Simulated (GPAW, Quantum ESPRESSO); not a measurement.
Consider ZnCu (Pm-3m).

```xyz
2
Lattice="2.9450 0.0000 0.0000 0.0000 2.9450 0.0000 0.0000 0.0000 2.9450" Properties=species:S:1:pos:R:3 pbc="T T T"
Zn    1.4725    1.4725    1.4725
Cu    0.0000    0.0000    0.0000
```

Absorber: atom 1, with 8 Cu at 2.55 Å and 6 Zn at 2.94 Å (cube and octahedron, as in bcc, site symmetry m-3m). Method: Quantum ESPRESSO XSpectra, PBE, excited-electron core hole (neutral cell), 16-atom cell with 5.9 Å between holes, 4×4×4 k points, dipole transitions, Lorentzian half width 0.83 eV.

**Question.** Where do the maxima of the Zn K edge fall?

Main maxima up to 30 eV above the zero (height): 7.5 eV (1.18), 11.4 eV (1.22), 14.4 eV (1.52), 18.1 eV (1.00) and 24.2 eV (1.22). A K edge sees empty p states on the absorber. The total-energy difference is 9696.10 eV. One term is added: -30.96 eV, since the hole is spin-paired here and a spin-polarised one costs that much less in the free atom (computed apart). The photon energy is then 9665.14 eV. The tabulated edge of the element is 9659 eV. The functional leaves an error of a few eV in such absolute values.

The Zn K spectrum (energy from the energy zero of the input (xe0, at the border of filled and empty states); intensity scaled to a mean of 1 over the first 20 eV; the points at xe0, where the cut of filled states can leave a spike, are interpolated):

```csv
E (eV),intensity
-2.0,0.09
-1.0,0.14
0.0,0.28
1.0,0.47
2.0,0.52
3.0,0.63
4.0,0.86
5.0,1.03
6.0,1.12
7.0,1.17
8.0,1.17
9.0,1.13
10.0,1.01
11.0,1.16
12.0,1.10
13.0,1.07
14.0,1.40
15.0,1.36
16.0,1.15
17.0,0.97
18.0,1.00
19.0,0.95
20.0,0.88
21.0,0.83
22.0,0.86
23.0,0.97
24.0,1.21
25.0,1.16
26.0,1.03
27.0,0.98
28.0,1.01
29.0,1.09
30.0,1.35
31.0,1.29
32.0,1.17
```

XSpectra leaves a spike where filled states are cut (about half a line width round xe0); it is interpolated away in tables and plots. The holes are only 5.9 Å apart, so the shape is probably not converged with cell size; no larger cell was run here. Lifetime broadening is put in by hand, and intensities beyond about 20 eV depend on it and on the partial waves. The structure is a published determination, not relaxed.

[Banner, clock and machine lines of the logs are left out without a mark of their own.]

[Logs are printed without paths, hosts, clocks, repeated set-up lines and the standing remarks that a program may print on its own settings, such as how far it seeks lower states.]

[Hosts, paths, dates, database ids (printed as entryN), source tags and the programs' standing remarks are cut or masked in the printed files.]

[Lists of maxima count a maximum above −3 eV only where it reaches 4 % of the highest in the window and stands out from its surroundings by 2 % of it (1.5 % where it reaches 55 %); shoulders and weaker maxima are passed over, and of the rest the first, up to two pre-edge ones and the few strongest are named.]
